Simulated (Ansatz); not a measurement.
**A hypothetical structure for ZnGaGeH**

This structure for ZnGaGeH is made up. Its elements were placed in a known structure type with a cell scaled to their sizes. What cell does the guess relax to, and how far off was it?

Calculated with Ansatz 0.2.0; DFT, PBE, plane-wave PAW, files of the set soft_1, scalar-relativistic, no spin, cell and ions relaxed at zero pressure; PAW set soft_1, in the first sound run; inputs show where later runs differ.

**1. Set-up**

It takes space group P3m1 (No. 156, trigonal). Conventional cell: a = 3.689 Å, b = 3.689 Å, c = 4.315 Å, α = 90.00°, β = 90.00°, γ = 120.00°. Ge has 3 Ga at 2.20 Å nearest. Nearest to Ga lie 1 H at 1.57 Å and 3 Ge at 2.20 Å. Nearest to Zn lie 3 H at 2.15 Å. Nearest to H lie 1 Ga at 1.57 Å. Farther neighbours are not listed.

**2. Relaxation of the guess**

The guessed cell has no reason to be at equilibrium. It is relaxed with the atoms, within the space group of the guess.

The input, input.yaml:

```yaml
crystal:
  lattice:
    - [3.689, 0.0, 0.0]
    - [-1.8445, 3.194767715, 0.0]
    - [0.0, 0.0, 4.315]
  atoms:
    - { symbol: Ge, position: [0.666666667, 0.333333333, 0.4273] }
    - { symbol: Ga, position: [0.0, 0.0, 0.5582] }
    - { symbol: Zn, position: [0.333333333, 0.666666667, 0.9946] }
    - { symbol: H, position: [0.0, 0.0, 0.923] }
kpoints:
  mp_grid: { grid: [8, 8, 6] }
scf:
  occupations: { method: fermi_dirac, width: 0.05 }
hamiltonian:
  xc: pbe
  pseudopotentials: { kind: paw, azcp: { folder: soft_1 } }
relax:
  f_tol: 0.015
  max_steps: 70
  cell: {}
output:
  forces: true
  stress: true
```

The run is started by

```bash
$ ansatz run input.yaml --threads 4 --pin off --max-ram 8192MiB --backend cpu --events-out ev --progress --plain --runs-dir out
```

Numbers of over 12 decimals in the logs are rounded to 6 here.

What it wrote:

```text
Engine: ansatz 0.2.0, x86_64-unknown-linux-gnu
Pseudopotentials: kind: paw
Pseudopotential: Ge, paw, valence charge 14, recommended cutoff 420 eV (normal), soft_1/Ge.paw.azcp
Pseudopotential: Ga, paw, valence charge 13, recommended cutoff 420 eV (normal), soft_1/Ga.paw.azcp
Pseudopotential: Zn, paw, valence charge 12, recommended cutoff 420 eV (normal), soft_1/Zn.paw.azcp
Pseudopotential: H, paw, valence charge 1, recommended cutoff 420 eV (normal), soft_1/H.paw.azcp
Functional definition: PBE
  parameter kappa = 0.804
  parameter beta = 0.066725
  exchange = pbe_x(kappa = kappa, mu = beta*pi^2/3)
  correlation = pbe_c(beta = beta)
Crystal: 4 atoms, lattice volume = 50.854 Å³
Basis set: ecut = 420 eV, 987 PW (Γ), exchange–correlation on 50×50×60 points (8 copies of the dense FFT grid, shifted against one another)
Bands: 24, of which v1, the nominal top of the filled ones, is band 20 counted from 1 (19 counted from 0)
Symmetry: 6 space group operations
Space group: P3m1 (ITA 156), of the structure as read, at distance tolerance 3.7e-5 Å
k-points: 50 of 384 (time reversal used)
Non-local potential: Ge, projectors of the file, l = 0: 2, l = 1: 2, l = 2: 3, l = 3: 1
Non-local potential: Ga, projectors of the file, l = 0: 2, l = 1: 2, l = 2: 3, l = 3: 1
Non-local potential: Zn, projectors of the file, l = 0: 2, l = 1: 2, l = 2: 3, l = 3: 1
Non-local potential: H, projectors of the file, l = 0: 2, l = 1: 1
PAW form: soft (Blöchl's): semilocal exchange-correlation on the pseudo side does not see the compensation charge
PAW one-centre angular grid: Ge, 590 points (default); XC on 64 Gauss nodes
PAW one-centre angular grid: Ga, 590 points (default); XC on 64 Gauss nodes
PAW one-centre angular grid: Zn, 590 points (default); XC on 64 Gauss nodes
PAW one-centre angular grid: H, 110 points (default); XC on 64 Gauss nodes
Initial density: superposition of atomic densities (chi_scale 0.1, normalization cell, long waves kept (reshape's long-wave potential 0.00 eV rms))
Initial wavefunctions: pseudopotential atomic-orbital guess
Functional: x = pbe(κ = 0.804, μ = 0.219515), c = pbe(β = 0.066725)
SCF iter   1: F=—  HF=-11410.483842 eV  |F-HF|=—  |Δ(HF+E_count)|=         —  Δρ=5.14e-2  dr2=1.32e0  ethr=3.10e-3  ⟨swp⟩=5.9  Hψ=5823  notcnv=0
preconditioner: auto → Kerker (q_TF=auto, 2.621 Å⁻¹)  [metal: Δε(μ)=0.038 eV  Ē_g=16.363 eV  σ=0.050 eV  W_gap=0.19  n_scr=20 (ndim 8)  ℏωp=32.9 eV  f_vac=0.000  D(μ)=0.71/eV (n_scr^D=2)]
SCF iter   2: F=—  HF=-11410.260302 eV  |F-HF|=—  |Δ(HF+E_count)|=   2.24e-1  Δρ=3.09e-2  dr2=5.05e-1  ethr=3.10e-3  ⟨swp⟩=2.0  Hψ=1793  notcnv=0
SCF iter   3: F=—  HF=-11410.191539 eV  |F-HF|=—  |Δ(HF+E_count)|=   6.88e-2  Δρ=1.47e-2  dr2=1.02e-1  ethr=1.26e-3  ⟨swp⟩=2.1  Hψ=2164  notcnv=0
SCF iter   4: F=—  HF=-11410.127032 eV  |F-HF|=—  |Δ(HF+E_count)|=   6.45e-2  Δρ=5.32e-3  dr2=1.13e-2  ethr=2.55e-4  ⟨swp⟩=2.4  Hψ=2354  notcnv=0
SCF iter   5: F=—  HF=-11410.128636 eV  |F-HF|=—  |Δ(HF+E_count)|=   1.60e-3  Δρ=1.68e-3  dr2=1.70e-3  ethr=2.84e-5  ⟨swp⟩=2.0  Hψ=2599  notcnv=0
SCF iter   6: F=—  HF=-11410.127171 eV  |F-HF|=—  |Δ(HF+E_count)|=   1.47e-3  Δρ=1.14e-3  dr2=4.38e-4  ethr=4.25e-6  ⟨swp⟩=2.0  Hψ=2379  notcnv=0
SCF iter   7: F=—  HF=-11410.127119 eV  |F-HF|=—  |Δ(HF+E_count)|=   5.18e-5  Δρ=3.29e-4  dr2=5.35e-5  ethr=1.09e-6  ⟨swp⟩=2.9  Hψ=2413  notcnv=0
SCF iter   8: F=—  HF=-11410.127128 eV  |F-HF|=—  |Δ(HF+E_count)|=   8.28e-6  Δρ=2.20e-4  dr2=2.36e-5  ethr=1.34e-7  ⟨swp⟩=2.0  Hψ=2187  notcnv=0
SCF iter   9: F=—  HF=-11410.127127 eV  |F-HF|=—  |Δ(HF+E_count)|=   1.34e-7  Δρ=9.05e-5  dr2=4.14e-6  ethr=5.90e-8  ⟨swp⟩=2.0  Hψ=2174  notcnv=0
SCF iter  10: F=—  HF=-11410.127126 eV  |F-HF|=—  |Δ(HF+E_count)|=   9.61e-7  Δρ=2.70e-5  dr2=4.17e-7  ethr=1.04e-8  ⟨swp⟩=2.0  Hψ=2192  notcnv=0
SCF iter  11: F=—  HF=-11410.127126 eV  |F-HF|=—  |Δ(HF+E_count)|=   3.87e-8  Δρ=1.62e-5  dr2=1.21e-7  ethr=2.50e-10  ⟨swp⟩=4.1  Hψ=4083  notcnv=0
SCF iter  12: F=-11410.127126 eV  HF=-11410.127126 eV  |F-HF|=7.55e-8  |Δ(HF+E_count)|=   8.36e-9  Δρ=1.20e-5  dr2=3.56e-8  ethr=2.50e-10  ⟨swp⟩=4.0  Hψ=4183  notcnv=0
SCF 1 converged in 12 iterations: F = -11410.127126 eV  dr2 = 3.56e-8
  greatest PAW one-centre occupation: 0.998 electrons in one spin orbital (limit 2), on the Ge atom at site 0 (counted from 0), in its partial waves of l = 2
relax step   1: F+E_penalty+E_count = -11410.12712639 eV  Δ(F+E_penalty+E_count) = +0.000e0 eV  max|allowed force component| = 2.664e0 eV/Å  Δτ_max = 0.0000 Å  P = +28.876 GPa  Ω = 50.854 Å³  (12 SCF iters, dr2 threshold 1.00e-7 eV, accepted)
Crystal: 4 atoms, lattice volume = 58.470 Å³
Basis set: ecut = 420 eV, 1143 PW (Γ), exchange–correlation on 50×50×60 points (8 copies of the dense FFT grid, shifted against one another)
Initial density: handed on by an earlier stage of this run
Initial wavefunctions: those handed on with the density
iter 1 solved again at ethr=2.14e-4 eV; its pass at ethr=3.10e-3 eV (dr2=8.56e-2 eV) is discarded
SCF iter   1: F=—  HF=-11411.261122 eV  |F-HF|=—  |Δ(HF+E_count)|=         —  Δρ=1.04e-2  dr2=8.58e-2  ethr=2.14e-4  ⟨swp⟩=1.8  Hψ=7723  notcnv=0
preconditioner: auto → Kerker (q_TF=auto, 2.561 Å⁻¹)  [metal: Δε(μ)=0.034 eV  Ē_g=16.330 eV  σ=0.050 eV  W_gap=0.17  n_scr=20 (ndim 8)  ℏωp=30.7 eV  f_vac=0.000  D(μ)=0.87/eV (n_scr^D=2)]
SCF iter   2: F=—  HF=-11411.250339 eV  |F-HF|=—  |Δ(HF+E_count)|=   1.08e-2  Δρ=6.16e-3  dr2=3.52e-2  ethr=2.14e-4  ⟨swp⟩=2.0  Hψ=1395  notcnv=0
SCF iter   3: F=—  HF=-11411.246488 eV  |F-HF|=—  |Δ(HF+E_count)|=   3.85e-3  Δρ=4.17e-3  dr2=9.20e-3  ethr=8.80e-5  ⟨swp⟩=2.0  Hψ=1994  notcnv=0
SCF iter   4: F=—  HF=-11411.242252 eV  |F-HF|=—  |Δ(HF+E_count)|=   4.24e-3  Δρ=1.19e-3  dr2=6.60e-4  ethr=2.30e-5  ⟨swp⟩=2.3  Hψ=2132  notcnv=0
SCF iter   5: F=—  HF=-11411.242358 eV  |F-HF|=—  |Δ(HF+E_count)|=   1.05e-4  Δρ=4.76e-4  dr2=1.30e-4  ethr=1.65e-6  ⟨swp⟩=2.0  Hψ=2072  notcnv=0
SCF iter   6: F=—  HF=-11411.242333 eV  |F-HF|=—  |Δ(HF+E_count)|=   2.49e-5  Δρ=2.89e-4  dr2=3.23e-5  ethr=3.26e-7  ⟨swp⟩=2.0  Hψ=1957  notcnv=0
SCF iter   7: F=—  HF=-11411.242331 eV  |F-HF|=—  |Δ(HF+E_count)|=   2.15e-6  Δρ=1.18e-4  dr2=9.29e-6  ethr=8.07e-8  ⟨swp⟩=2.2  Hψ=1872  notcnv=0
SCF iter   8: F=—  HF=-11411.242332 eV  |F-HF|=—  |Δ(HF+E_count)|=   1.56e-6  Δρ=3.05e-5  dr2=1.09e-6  ethr=2.32e-8  ⟨swp⟩=2.0  Hψ=1595  notcnv=0
SCF iter   9: F=-11411.242332 eV  HF=-11411.242332 eV  |F-HF|=2.00e-7  |Δ(HF+E_count)|=   1.70e-7  Δρ=1.16e-5  dr2=1.11e-7  ethr=1.00e-9  ⟨swp⟩=5.0  Hψ=4962  notcnv=0
SCF 2 converged in 9 iterations: F = -11411.242332 eV  dr2 = 1.11e-7
[...]
relax step   6: F+E_penalty+E_count = -11411.68214088 eV  Δ(F+E_penalty+E_count) = -1.535e-2 eV  max|allowed force component| = 1.172e-1 eV/Å  Δτ_max = 0.0814 Å  P = -0.025 GPa  Ω = 65.692 Å³  energy of the carried Pulay correction = -9.189e-3 eV  (8 SCF iters, dr2 threshold 4.00e-7 eV, accepted)
relax step   7: F+E_penalty+E_count = -11411.68445873 eV  Δ(F+E_penalty+E_count) = -2.318e-3 eV  max|allowed force component| = 3.190e-2 eV/Å  Δτ_max = 0.1204 Å  P = +0.024 GPa  Ω = 67.638 Å³  energy of the carried Pulay correction = -1.023e-2 eV  (6 SCF iters, dr2 threshold 4.00e-7 eV, accepted)
relax step   8: F+E_penalty+E_count = -11411.68654552 eV  Δ(F+E_penalty+E_count) = -2.087e-3 eV  max|allowed force component| = 1.201e-2 eV/Å  Δτ_max = 0.0378 Å  P = -0.020 GPa  Ω = 67.050 Å³  energy of the carried Pulay correction = -9.916e-3 eV  (6 SCF iters, dr2 threshold 1.78e-7 eV, accepted)
relax step   9: F+E_penalty+E_count = -11411.68681350 eV  Δ(F+E_penalty+E_count) = -2.680e-4 eV  max|allowed force component| = 1.144e-2 eV/Å  Δτ_max = 0.0141 Å  P = +0.058 GPa  Ω = 66.697 Å³  energy of the carried Pulay correction = -9.729e-3 eV  (11 SCF iters, accepted)
relax step  10: F+E_penalty+E_count = -11411.68678128 eV  Δ(F+E_penalty+E_count) = +3.222e-5 eV  max|allowed force component| = 3.882e-3 eV/Å  Δτ_max = 0.0029 Å  P = -0.017 GPa  Ω = 66.836 Å³  energy of the carried Pulay correction = -9.803e-3 eV  (6 SCF iters, dr2 threshold 1.10e-8 eV, accepted)
relax step  11: F+E_penalty+E_count = -11411.70700270 eV  Δ(F+E_penalty+E_count) = -2.022e-2 eV  max|allowed force component| = 7.558e-3 eV/Å  Δτ_max = 0.0000 Å  P = +0.421 GPa  Ω = 66.836 Å³  stress off target by 9.01e-1 GPa  SCF on the basis re-selected at this cell (its energy is not comparable with the rows above)  (9 SCF iters)
relax step  12: F+E_penalty+E_count = -11411.70903300 eV  Δ(F+E_penalty+E_count) = -2.030e-3 eV  max|allowed force component| = 1.117e-1 eV/Å  Δτ_max = 0.0419 Å  P = -0.366 GPa  Ω = 68.776 Å³  energy of the carried Pulay correction = -9.747e-4 eV  (5 SCF iters, dr2 threshold 4.00e-7 eV, accepted)
relax step  13: F+E_penalty+E_count = -11411.71345580 eV  Δ(F+E_penalty+E_count) = -4.423e-3 eV  max|allowed force component| = 3.200e-2 eV/Å  Δτ_max = 0.0573 Å  P = +0.087 GPa  Ω = 69.585 Å³  energy of the carried Pulay correction = -1.388e-3 eV  (6 SCF iters, dr2 threshold 4.00e-7 eV, accepted)
relax step  14: F+E_penalty+E_count = -11411.71374476 eV  Δ(F+E_penalty+E_count) = -2.890e-4 eV  max|allowed force component| = 5.302e-2 eV/Å  Δτ_max = 0.0195 Å  P = -0.055 GPa  Ω = 70.287 Å³  energy of the carried Pulay correction = -1.748e-3 eV  (5 SCF iters, dr2 threshold 6.40e-8 eV, accepted)
relax step  15: F+E_penalty+E_count = -11411.71308268 eV  Δ(F+E_penalty+E_count) = +6.621e-4 eV  max|allowed force component| = 3.665e-2 eV/Å  Δτ_max = 0.0423 Å  P = +0.153 GPa  Ω = 71.124 Å³  energy of the carried Pulay correction = -2.178e-3 eV  (7 SCF iters, dr2 threshold 1.76e-7 eV, rejected (line search))
relax step  16: F+E_penalty+E_count = -11411.71391260 eV  Δ(F+E_penalty+E_count) = -1.678e-4 eV  max|allowed force component| = 1.092e-2 eV/Å  Δτ_max = 0.0164 Å  P = +0.005 GPa  Ω = 70.696 Å³  energy of the carried Pulay correction = -1.958e-3 eV  (10 SCF iters, accepted)
iter 1 solved again at ethr=1.19e-6 eV; its pass at ethr=3.10e-3 eV (dr2=4.78e-4 eV) is discarded
SCF iter   1: F=—  HF=-11411.712176 eV  |F-HF|=—  |Δ(HF+E_count)|=         —  Δρ=6.04e-4  dr2=9.95e-6  ethr=1.19e-6  ⟨swp⟩=2.0  Hψ=8256  notcnv=0
preconditioner: auto → Resta (q_TF=auto, 2.481 Å⁻¹)  ε∞=4.2  [insulator: Δε(μ)=0.139 eV  Ē_g=15.728 eV  σ=0.050 eV  W_gap=0.56  n_scr=22 (ndim 8)  ℏωp=27.9 eV  f_vac=0.027  D(μ)=0.57/eV (n_scr^D=0)  ε∞_Penn≈4.2]
SCF iter   2: F=—  HF=-11411.714859 eV  |F-HF|=—  |Δ(HF+E_count)|=   2.68e-3  Δρ=3.38e-4  dr2=9.58e-6  ethr=2.49e-8  ⟨swp⟩=2.0  Hψ=1950  notcnv=0
SCF iter   3: F=—  HF=-11411.715699 eV  |F-HF|=—  |Δ(HF+E_count)|=   8.40e-4  Δρ=8.72e-5  dr2=5.40e-7  ethr=2.40e-8  ⟨swp⟩=2.0  Hψ=1640  notcnv=0
SCF iter   4: F=—  HF=-11411.715759 eV  |F-HF|=—  |Δ(HF+E_count)|=   5.98e-5  Δρ=6.45e-6  dr2=1.86e-8  ethr=1.35e-9  ⟨swp⟩=2.1  Hψ=1746  notcnv=0
SCF iter   5: F=—  HF=-11411.715759 eV  |F-HF|=—  |Δ(HF+E_count)|=  8.62e-10  Δρ=5.46e-6  dr2=1.14e-8  ethr=4.65e-11  ⟨swp⟩=2.0  Hψ=1948  notcnv=0
SCF iter   6: F=—  HF=-11411.715759 eV  |F-HF|=—  |Δ(HF+E_count)|=   7.66e-8  Δρ=3.86e-6  dr2=2.42e-9  ethr=2.86e-11  ⟨swp⟩=2.0  Hψ=1934  notcnv=0
SCF iter   7: F=—  HF=-11411.715759 eV  |F-HF|=—  |Δ(HF+E_count)|=   1.01e-7  Δρ=1.57e-6  dr2=4.45e-10  ethr=6.06e-12  ⟨swp⟩=2.0  Hψ=1935  notcnv=0
SCF iter   8: F=—  HF=-11411.715759 eV  |F-HF|=—  |Δ(HF+E_count)|=   2.16e-8  Δρ=2.44e-7  dr2=5.80e-11  ethr=1.11e-12  ⟨swp⟩=2.0  Hψ=1686  notcnv=0
SCF iter   9: F=-11411.715759 eV  HF=-11411.715759 eV  |F-HF|=9.09e-12  |Δ(HF+E_count)|=  9.82e-11  Δρ=8.08e-8  dr2=9.59e-12  ethr=1.00e-12  ⟨swp⟩=4.0  Hψ=4352  notcnv=0
SCF 17 converged in 9 iterations: F = -11411.715759 eV  dr2 = 9.59e-12
relax step  17: F+E_penalty+E_count = -11411.71575906 eV  Δ(F+E_penalty+E_count) = -1.846e-3 eV  max|allowed force component| = 1.156e-2 eV/Å  Δτ_max = 0.0000 Å  P = -0.002 GPa  Ω = 70.696 Å³  stress off target by 2.19e-3 GPa  SCF on the basis re-selected at this cell (its energy is not comparable with the rows above)  (9 SCF iters)
basis re-selected at this cell: Δ(F+E_penalty+E_count) = -1.846e-3 eV, ΔP = -0.007 GPa vs the last step (what re-selecting the basis moved, of the pressure what is left beyond the Pulay correction that the steps carried, after the strain that the cell walked since its last selection, with what the two solves' SCF thresholds leave and, on support functions, any second-order correction that the steps lacked; it is no m [...]
SCF converged after 9 iterations
Free energy (F): -11411.715759 eV
Harris-Foulkes:  -11411.715759 eV  (|F-HF|=9.09e-12)
Internal energy: -11411.710527 eV  (E = F + TS)
E sigma→0 (E₀):  -11411.713143 eV
Entropy (-TS):   -0.005232 eV (-1.308 meV/atom)
Fermi energy:    6.861472 eV
--- Per-component energies (eV) ---
  E_band       = -228.366895
  E_kinetic    = 361.693103
  E_local      = -6039.754160  (includes V_loc(G=0)·N_el)
  E_nonlocal   = 942.083361
  E_hartree    = 2900.058269
  E_xc         = -220.645321
  E_vxc        = -181.216831  (∫ρ·V_xc dr)
  E_paw        = -5898.682569  (= ΣΔE_a)
  E_vpaw       = -1111.287787  (= ΣTr[D̂ρ^β])
  E_aug_tail   = -0.001279  (compensation charges beyond the density's cutoff)
  E_ewald      = -3456.461931
  E_smearing   = -0.005232  (= −TS)
  E_closure    = 0.000000  (closes the sum)
  Σ components = -11411.715759   (vs F -11411.715759, Δ=0.00e0)
--- Forces (eV/Å), atoms counted from 1 ---
  atom   1  Ge     0.00000000     0.00000000     0.00270149
  atom   2  Ga     0.00000000     0.00000000    -0.01156308
  atom   3  Zn    -0.00000000    -0.00000000     0.00382015
  atom   4  H      0.00000000    -0.00000000     0.00504188
  max |Σ_I F_I| component: 4.46e-7 eV/Å
--- Stress (GPa, compression-positive) ---
       -0.002185      -0.000000      -0.000000
       -0.000000      -0.002185      -0.000000
       -0.000000      -0.000000      -0.001124
  P = ⅓ Tr σ = -0.0018 GPa (-0.018 kbar)
--- Relaxed structure (15 steps of the walk, 14 accepted, 2 SCFs on fresh bases) ---
  F+E_penalty+E_count = -11411.71575906 eV   max|allowed force component| = 1.156e-2 eV/Å   (the final SCF, on the basis selected at the relaxed cell)
  cell:  # Å, volume = 70.6963 Å³
    - [3.962057, 0, 1.3202826166455608e-16]
    - [-1.981029, 3.431242, -6.601413083227805e-17]
    - [1.5443262375803726e-16, 0, 5.200253]
  atoms:
    - { symbol: Ge, position: [0.666667, 0.333333, 0.345144] }
    - { symbol: Ga, position: [1.6324608394678413e-18, 0, 0.569087] }
    - { symbol: Zn, position: [0.333333, 0.666667, 1.107504] }
    - { symbol: H, position: [-6.243081796246694e-18, 0, 0.881366] }
```

The job ended after 25 s (4 threads of Intel Xeon Platinum 8375C at 2.90GHz (Ice Lake), shared host; peak memory 0.56 GiB; 91 s of CPU time).

Relaxation path:

| step | energy less that of the first step (eV) | largest force component (eV/Å) | pressure (GPa) | volume (Å³) |
| --- | --- | --- | --- | --- |
| 1 | 0.0000 | 2.6644 | 28.88 | 50.85 |
| 2 | -1.1152 | 1.4499 | 8.82 | 58.47 |
| 3 | -1.4833 | 0.3520 | 1.75 | 61.63 |
| 4 | -1.5155 | 0.1645 | 0.22 | 63.16 |
| 5 | -1.5397 | 0.1194 | 0.01 | 64.50 |
| 6 | -1.5550 | 0.1172 | -0.03 | 65.69 |
| 7 | -1.5573 | 0.0319 | 0.02 | 67.64 |
| 8 | -1.5594 | 0.0120 | -0.02 | 67.05 |
| 9 | -1.5597 | 0.0114 | 0.06 | 66.70 |
| 10 | -1.5597 | 0.0039 | -0.02 | 66.84 |
| 11* | -1.5799 | 0.0076 | 0.42 | 66.84 |
| 12 | -1.5819 | 0.1117 | -0.37 | 68.78 |
| 13 | -1.5863 | 0.0320 | 0.09 | 69.58 |
| 14 | -1.5866 | 0.0530 | -0.06 | 70.29 |
| 15 | -1.5860 | 0.0366 | 0.15 | 71.12 |
| 16 | -1.5868 | 0.0109 | 0.00 | 70.70 |
| 17* | -1.5886 | 0.0116 | 0.00 | 70.70 |

Relaxation steps marked * repeat the geometry before them on a plane-wave basis chosen anew for their cell, so energy and pressure can jump there. Relaxation step 15 was tried and not accepted.

The run keeps the 6 symmetry operations that it works with, so distortions that break them were not tested.

| cell as run | before | after | change |
| --- | --- | --- | --- |
| a (Å) | 3.689 | 3.962 | +7.4 % |
| b (Å) | 3.689 | 3.962 | +7.4 % |
| c (Å) | 4.315 | 5.200 | +20.5 % |
| volume (Å³/atom) | 12.71 | 17.67 | +39.0 % |

The atoms that moved most (Å, as changes of fractional coordinates times the final cell):

| atom | dx | dy | dz | length |
| --- | --- | --- | --- | --- |
| Zn3 | 0.000 | 0.000 | 0.587 | 0.587 |
| Ge1 | 0.000 | 0.000 | -0.427 | 0.427 |
| H4 | 0.000 | 0.000 | -0.217 | 0.217 |
| Ga2 | 0.000 | 0.000 | 0.057 | 0.057 |

The relaxed structure:

```cif
data_structure
_symmetry_space_group_name_H-M 'P 1'
_symmetry_Int_Tables_number 1
_cell_length_a 3.9621
_cell_length_b 3.9621
_cell_length_c 5.2003
_cell_angle_alpha 90.000
_cell_angle_beta 90.000
_cell_angle_gamma 120.000
_cell_volume 70.70
loop_
_atom_site_label
_atom_site_type_symbol
_atom_site_fract_x
_atom_site_fract_y
_atom_site_fract_z
_atom_site_occupancy
Ge1 Ge 0.66667 0.33333 0.34514 1
Ga2 Ga 0.00000 0.00000 0.56909 1
Zn3 Zn 0.33333 0.66667 0.10750 1
H4 H 0.00000 0.00000 0.88137 1
```

Numbers from this step:

- free energy: -11411.7158 eV
- energy at zero smearing: -11411.7131 eV
- smearing term TS: 0.005232 eV
- Fermi energy: 6.861 eV
- electrons: 40
- symmetry operations: 6
- pressure: -0.001832 GPa

The shortest distance of each pair, which need not be the same contact before and after:

| pair | guess (Å) | relaxed (Å) |
| --- | --- | --- |
| Ga–H | 1.574 | 1.624 |
| Ga–Ge | 2.203 | 2.567 |
| H–Zn | 2.152 | 2.572 |
| Ge–Zn | 2.832 | 2.600 |
| Ga–Zn | 2.843 | 3.316 |

The relaxation ends with a largest force component of 0.012 eV/Å and a pressure of 0.00 GPa.

(Part 1 of 2 ends here.)

[Logs are printed without paths, hosts, clocks, repeated set-up lines and the standing remarks that a program may print on its own settings, such as how far it seeks lower states.]

[Hosts, paths, dates, database ids (printed as entryN), source tags and the programs' standing remarks are cut or masked in the printed files.]
